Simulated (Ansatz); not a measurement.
**TiO2 (C2/c): how G0W0 depends on its starting point**

How much of the starting functional survives in the G0W0 gap of TiO2 (C2/c)?

Main program and level: Ansatz 0.2.0; G0W0 on several functionals, plane waves, PAW.

### Step 1. The structure

The structure is monoclinic, space group C2/c (No. 15). The conventional cell has a = 5.412 Å, b = 5.413 Å, c = 5.472 Å, α = 90.00°, β = 118.77°, γ = 90.00°. Nearest to Ti lie 6 O at 1.93 to 2.00 Å. Nearest to O lie 3 Ti at 1.93 to 2.00 Å. Farther neighbours and most contacts between anions are not listed.

The cell and positions are those that the Materials Project relaxed with its own functionals (PBE, PBE+U or r2SCAN), kept fixed. This is not the form that TiO2 usually takes at ambient conditions.

### Step 2. G0W0 on LDA

G0W0 replaces the xc potential by the self-energy, built once from these orbitals. Only a window of levels is corrected, while the sums run over the empty bands that the input names. This step takes PAW set soft_1 files.

This step: G0W0 on LDA, plane waves, PAW; PAW set soft_1.

input.yaml reads:

```yaml
crystal:
  lattice:
    - [2.706034, -2.706655, 0.0]
    - [2.706034, 2.706655, 0.0]
    - [-2.633531, 0.0, 4.796637]
  atoms:
    - { symbol: Ti, position: [0.13411, 0.86589, 0.25] }
    - { symbol: Ti, position: [0.86589, 0.13411, 0.75] }
    - { symbol: O, position: [0.331221, 0.088755, 0.667149] }
    - { symbol: O, position: [0.668779, 0.911245, 0.332851] }
    - { symbol: O, position: [0.911245, 0.668779, 0.832851] }
    - { symbol: O, position: [0.088755, 0.331221, 0.167149] }
kpoints:
  mp_grid: { grid: [6, 6, 4] }
hamiltonian:
  xc: lda
  pseudopotentials: { kind: paw, azcp: { folder: soft_1 }, xc_functional: pbe }
scf:
  occupations: { method: fixed }
gw:
  n_empty_bands: 258
  ecut_chi: 138
  qp_bands: [v2, c2]
  qp_kpoints: band_edges
  screening: { model: contour_deformation }
```

The run is started by

```bash
$ ansatz run input.yaml --threads 3 --pin off --max-ram 92160MiB --backend cuda --events-out ev --progress --plain --runs-dir out --devices 1 --max-vram 13GiB
```

Numbers of over 12 decimals in the logs are rounded to 6 here.

The log of the run:

```text
GPUs: using 1 of 1 available (devices: 1).
Engine: ansatz 0.2.0, x86_64-unknown-linux-gnu
Pseudopotentials: kind: paw
Pseudopotential: Ti, paw, valence charge 12, recommended cutoff 420 eV (normal), soft_1/Ti.paw.azcp
Pseudopotential: O, paw, valence charge 6, recommended cutoff 420 eV (normal), soft_1/O.paw.azcp
Functional definition: SPW92
  exchange = slater_x
  correlation = pw_c
device memory: the entry about to start is reckoned to put 1.6 GiB on a device that reports 39.5 GiB free (of which the cap on the GPU budget leaves the run 13.0 GiB)
GPU FFT provider: cuFFT
GPU libraries: cuBLAS 13.8.2, cuFFT 12.4.0, cuSOLVER 12.3.4
Crystal: 6 atoms, lattice volume = 70.264 Å³
Basis set: ecut = 420 eV, 1363 PW (Γ)
Bands: 30, of which v1, the nominal top of the filled ones, is band 24 counted from 1 (23 counted from 0)
Symmetry: 4 space group operations
Space group: C2/c (ITA 15), of the structure as read, at distance tolerance 4.1e-5 Å
k-points: 47 of 144
Non-local potential: Ti, projectors of the file, l = 0: 3, l = 1: 2, l = 2: 3, l = 3: 1
Non-local potential: O, projectors of the file, l = 0: 2, l = 1: 2, l = 2: 1
PAW form: soft (Blöchl's): semilocal exchange-correlation on the pseudo side does not see the compensation charge
PAW frozen core: Ti, regenerated for the run's functional, and the local potential with it (the file was generated under x = pbe(κ = 0.804, μ = 0.219515), c = pbe(β = 0.066725))
PAW frozen core: O, regenerated for the run's functional, and the local potential with it (the file was generated under x = pbe(κ = 0.804, μ = 0.219515), c = pbe(β = 0.066725))
PAW one-centre angular grid: Ti, 590 points (default); XC on 64 Gauss nodes
PAW one-centre angular grid: O, 110 points (default); XC on 64 Gauss nodes
Initial density: superposition of atomic densities (chi_scale 0.1, normalization cell, long waves kept (reshape's long-wave potential 0.00 eV rms))
Initial wavefunctions: pseudopotential atomic-orbital guess
GPU buffer pool allocated for 29160 grid points (all kernels)
GPU transforms: local potential and band sums: pruned to the plane-wave sphere, on 25×25×40
Functional: x = slater, c = lda
SCF iter   1: F=—  HF=-7130.694543 eV  |F-HF|=—  |Δ(HF+E_count)|=         —  Δρ=4.87e-2  dr2=1.80e0  ethr=3.10e-3  ⟨swp⟩=4.2  Hψ=4714  notcnv=0  defer=105
preconditioner: auto → Resta (q_TF=auto, 2.560 Å⁻¹)  ε∞=8.1  [insulator: Δε(μ)=2.011 eV  Ē_g=9.408 eV  n_scr=18 (ndim 8)  ℏωp=25.1 eV  f_vac=0.000  ε∞_Penn≈8.1]
SCF iter   2: F=—  HF=-7130.489184 eV  |F-HF|=—  |Δ(HF+E_count)|=   2.05e-1  Δρ=2.99e-2  dr2=6.73e-1  ethr=3.10e-3  ⟨swp⟩=2.1  Hψ=2016  notcnv=0  defer=124
SCF iter   3: F=—  HF=-7130.406599 eV  |F-HF|=—  |Δ(HF+E_count)|=   8.26e-2  Δρ=2.65e-2  dr2=5.27e-1  ethr=1.40e-3  ⟨swp⟩=2.0  Hψ=2061  notcnv=0  defer=103
SCF iter   4: F=—  HF=-7130.299611 eV  |F-HF|=—  |Δ(HF+E_count)|=   1.07e-1  Δρ=5.13e-3  dr2=1.91e-2  ethr=1.10e-3  ⟨swp⟩=2.7  Hψ=2623  notcnv=0  defer=98
SCF iter   5: F=—  HF=-7130.302081 eV  |F-HF|=—  |Δ(HF+E_count)|=   2.47e-3  Δρ=1.76e-3  dr2=2.60e-3  ethr=3.98e-5  ⟨swp⟩=1.6  Hψ=1391  notcnv=0  defer=145
SCF iter   6: F=—  HF=-7130.302416 eV  |F-HF|=—  |Δ(HF+E_count)|=   3.35e-4  Δρ=3.60e-4  dr2=6.82e-5  ethr=5.41e-6  ⟨swp⟩=2.0  Hψ=1968  notcnv=0  defer=188
SCF iter   7: F=—  HF=-7130.302437 eV  |F-HF|=—  |Δ(HF+E_count)|=   2.13e-5  Δρ=5.45e-5  dr2=1.95e-6  ethr=1.42e-7  ⟨swp⟩=2.0  Hψ=1918  notcnv=0  defer=94
SCF iter   8: F=—  HF=-7130.302438 eV  |F-HF|=—  |Δ(HF+E_count)|=   7.98e-7  Δρ=1.25e-5  dr2=1.18e-7  ethr=4.06e-9  ⟨swp⟩=2.6  Hψ=2476  notcnv=0  defer=94
SCF iter   9: F=-7130.302438 eV  HF=-7130.302438 eV  |F-HF|=5.18e-11  |Δ(HF+E_count)|=   1.51e-8  Δρ=3.09e-6  dr2=5.93e-9  ethr=2.08e-10  ⟨swp⟩=7.5  Hψ=4174  notcnv=0
SCF 1 converged in 9 iterations: F = -7130.302438 eV  dr2 = 5.93e-9
  greatest PAW one-centre occupation: 0.998 electrons in one spin orbital (limit 2), on the Ti atom at site 1 (counted from 0), in its partial waves of l = 0
device memory: the entry about to start is reckoned to put 1.7 GiB (of the 1.8 GiB reckoned in all, the device holds 0.1 GiB already) on a device that reports 39.6 GiB free (of which the cap on the GPU budget leaves the run 12.9 GiB)
NSCF: frozen V_eff on 47 k-points, pencils in batches of 32, up to order 120
the band table was solved once the SCF had ended and its energy, with any forces and stress, was formed, with the checks that follow a solve (5680 applications of the Hamiltonian). They found nothing against the state; the energy, forces and stress were not computed again (output.eigenvalues in the input reference)
device memory: the entry about to start is reckoned to put 4.3 GiB on a device that reports 39.6 GiB free (of which the cap on the GPU budget leaves the run 13.0 GiB)
NSCF: frozen V_eff on 47 k-points
G₀W₀ screening: q 1/47
[... further progress lines ...]
device memory: the entry about to start is reckoned to put 0.4 GiB on a device that reports 35.9 GiB free (of which the cap on the GPU budget leaves the run 13.0 GiB)
NSCF: frozen V_eff on 1 k-points
device memory: the entry about to start is reckoned to put 0.4 GiB on a device that reports 36.1 GiB free (of which the cap on the GPU budget leaves the run 13.0 GiB)
NSCF: frozen V_eff on 1 k-points
device memory: the entry about to start is reckoned to put 0.4 GiB on a device that reports 35.3 GiB free (of which the cap on the GPU budget leaves the run 13.0 GiB)
NSCF: frozen V_eff on 1 k-points
device memory: the entry about to start is reckoned to put 0.4 GiB on a device that reports 33.5 GiB free (of which the cap on the GPU budget leaves the run 13.0 GiB)
NSCF: frozen V_eff on 1 k-points
SCF converged after 9 iterations
Free energy (F): -7130.302438 eV
Harris-Foulkes:  -7130.302438 eV  (|F-HF|=5.18e-11)
Internal energy: -7130.302438 eV  (E = F + TS)
E sigma→0 (E₀):  -7130.302438 eV
Fermi energy:    6.464625 eV
--- Per-component energies (eV) ---
  E_band       = -488.109707
  E_kinetic    = 1221.609722
  E_local      = -3724.513144  (includes V_loc(G=0)·N_el)
  E_nonlocal   = 338.667170
  E_hartree    = 1422.300393
  E_xc         = -511.151105
  E_vxc        = -651.217758  (∫ρ·V_xc dr)
  E_paw        = -2588.184409  (= ΣΔE_a)
  E_vpaw       = -517.260145  (= ΣTr[D̂ρ^β])
  E_aug_tail   = 0.003011  (compensation charges beyond the density's cutoff)
  E_ewald      = -3290.073663
  E_core_change = 1.039587  (= ΣΔE_core)
  E_smearing   = -0.000000  (= −TS)
  E_closure    = -0.000000  (closes the sum)
  Σ components = -7130.302438   (vs F -7130.302438, Δ=0.00e0)
--- Band table (eV; the first three rows and the last of 47) ---
  k-point 0: bands = [... 20 lower, 5.6973, 5.7497, 6.0236, 6.0293, 8.4414, 9.1774, 10.2170, 10.2253, ... 2 higher]
  k-point 1: bands = [... 20 lower, 5.4068, 5.4252, 6.2354, 6.2378, 8.5424, 9.0623, 10.0838, 10.0956, ... 2 higher]
  k-point 2: bands = [... 20 lower, 5.2155, 5.2155, 6.3399, 6.3399, 8.7955, 8.7955, 10.0448, 10.0448, ... 2 higher]
  k-point 46: bands = [... 20 lower, 4.4238, 4.4238, 6.4438, 6.4438, 9.6538, 9.6538, 10.1227, 10.1227, ... 2 higher]
--- G₀W₀: contour deformation, 7 samples at zero and on the imaginary axis and 1 off it, 144 q-points, 258 empty bands' worth ---
  eigenvalues of the whole cell's RPA ε∞ on this k-mesh (on a slab, of 1 + 4πα/V) = 6.1560, 6.8530, 7.0500; static W/v taken at q = 0 is 0.150122
  gw.qp_kpoints: band_edges: 39 of 47 stored k-points solved, in 1 pass; an edge of the gap read off the rows below is read off those points alone
    valence top: of the k-points left out ik 24 came nearest to being solved in a further pass, in band 24 (counted from 1, as in the quasiparticle table): it holds the edge there only if its correction is more favourable than any solved in that band by at least 0.500 eV; those differ by 0.072 eV
    conduction bottom: of the k-points left out ik 9 came nearest to being solved in a further pass, in band 25 (counted from 1, as in the quasiparticle table): it holds the edge there only if its correction is more favourable than any solved in that band by at least 0.764 eV; those differ by 0.156 eV
    ik  band        ε_KS         Σx   Σc(E_QP)       V_xc       Z   E_QP_lin       E_QP  E_QP is
     0    23      6.0236   -25.1017     4.5598   -20.3846  0.6947     5.8657     5.8663  root
     0    24      6.0293   -25.1147     4.5741   -20.3817  0.6947     5.8697     5.8703  root
     0    25      8.4414   -13.0555    -6.6409   -21.1264  0.7252     9.9162     9.8714  root
     0    26      9.1774   -13.4481    -7.5040   -22.4486  0.7040    10.7373    10.6739  root
     1    23      6.2354   -25.6985     4.4118   -21.1559  0.7046     6.1042     6.1045  root
     1    24      6.2378   -25.6997     4.4200   -21.1480  0.7045     6.1059     6.1062  root
     1    25      8.5424   -13.0949    -6.7575   -21.2931  0.7226    10.0302     9.9831  root
     1    26      9.0623   -13.3724    -7.3644   -22.2247  0.7077    10.6103    10.5502  root
     2    23      6.3399   -25.8883     4.4153   -21.3432  0.7071     6.2097     6.2101  root
     2    24      6.3399   -25.8883     4.4153   -21.3432  0.7071     6.2097     6.2101  root
     2    25      8.7955   -13.2155    -7.0502   -21.7305  0.7157    10.3138    10.2603  root
     2    26      8.7955   -13.2155    -7.0502   -21.7305  0.7157    10.3138    10.2603  root
     3    23      5.7313   -25.6258     4.2246   -21.2896  0.7072     5.6195     5.6197  root
     3    24      6.0244   -25.4085     4.5199   -20.7225  0.7018     5.8577     5.8583  root
     3    25      9.0166   -14.1577    -6.3267   -21.8434  0.7126    10.4195    10.3756  root
     3    26      9.2603   -13.3882    -7.5384   -22.4133  0.7031    10.8105    10.7469  root
     4    23      5.9403   -25.4229     4.2296   -21.0836  0.7052     5.8303     5.8306  root
     4    24      6.0037   -25.2889     4.4119   -20.7408  0.7009     5.8672     5.8676  root
     4    25      8.9974   -13.4873    -6.8978   -21.8131  0.7128    10.4767    10.4254  root
     4    26      9.2655   -13.9731    -6.9377   -22.3260  0.7044    10.7350    10.6806  root
     5    23      5.9650   -25.3782     4.3035   -20.9541  0.7032     5.8440     5.8443  root
     5    24      6.0313   -25.4102     4.3466   -20.9382  0.7037     5.9054     5.9058  root
     5    25      8.9292   -13.3337    -6.9638   -21.7318  0.7140    10.4149    10.3634  root
     5    26      9.3315   -14.0914    -6.8878   -22.3886  0.7034    10.7955    10.7410  root
[...]
45    23      6.2052   -24.9352     4.2588   -20.5787  0.6993     6.1073     6.1075  root
    45    24      6.3239   -25.1081     4.3019   -20.7088  0.6999     6.2263     6.2265  root
    45    25      9.7433   -14.3720    -7.4480   -23.2834  0.6924    11.2748    11.2068  root
    45    26      9.8916   -14.4683    -7.2711   -23.1780  0.6920    11.3961    11.3302  root
    46    23      6.4438   -25.5831     4.4830   -20.9744  0.7019     6.3177     6.3181  root
    46    24      6.4438   -25.5831     4.4830   -20.9744  0.7019     6.3177     6.3181  root
    46    25      9.6538   -13.8657    -7.6345   -22.9924  0.6961    11.2149    11.1460  root
    46    26      9.6538   -13.8657    -7.6345   -22.9924  0.6961    11.2149    11.1460  root
```

The job ended after 70 s (1 × NVIDIA H100 80GB HBM3 (shared by 6 runs) with 3 threads of AMD EPYC 7R13 (Zen 3), shared host; peak memory 1.8 GiB).

This step gave:

* bands summed: 282
* RPA ε∞ on this mesh (eigenvalues): 6.156, 6.853, 7.050
* plane waves in the screening matrix: 269
* q-points in the mesh: 144
* G0W0 gap on the mesh: 3.529 eV
* k of the valence top: -0.5, -0.5, 0
* k of the conduction bottom: 0, 0, 0
* starting gap on the mesh: 1.977 eV
* Z at the valence top: 0.7015
* Z at the conduction bottom: 0.7252
* least direct G0W0 gap on the computed points: 3.877 eV

The gap on the mesh goes from 1.98 eV to 3.53 eV, a correction of +1.55 eV. Between the two edge states, bare exchange in place of the xc potential would open the gap by 12.67 eV, and correlation takes back 11.12 eV.

(Continued in part 2 of 2.)

[Paths, hosts, dates, memory and timing lines, banners, echoed tables and standing remarks are left out of the program output.]

[Logs are printed without paths, hosts, clocks, repeated set-up lines and the standing remarks that a program may print on its own settings, such as how far it seeks lower states.]

[Runs of the session that timed out or met a known fault of the program may be left out.]

[Cells called generated may have been cut or substituted from an entry of the Crystallography Open Database or the Materials Project.]

[Hosts, paths, dates, database ids (printed as entryN), source tags and the programs' standing remarks are cut or masked in the printed files.]
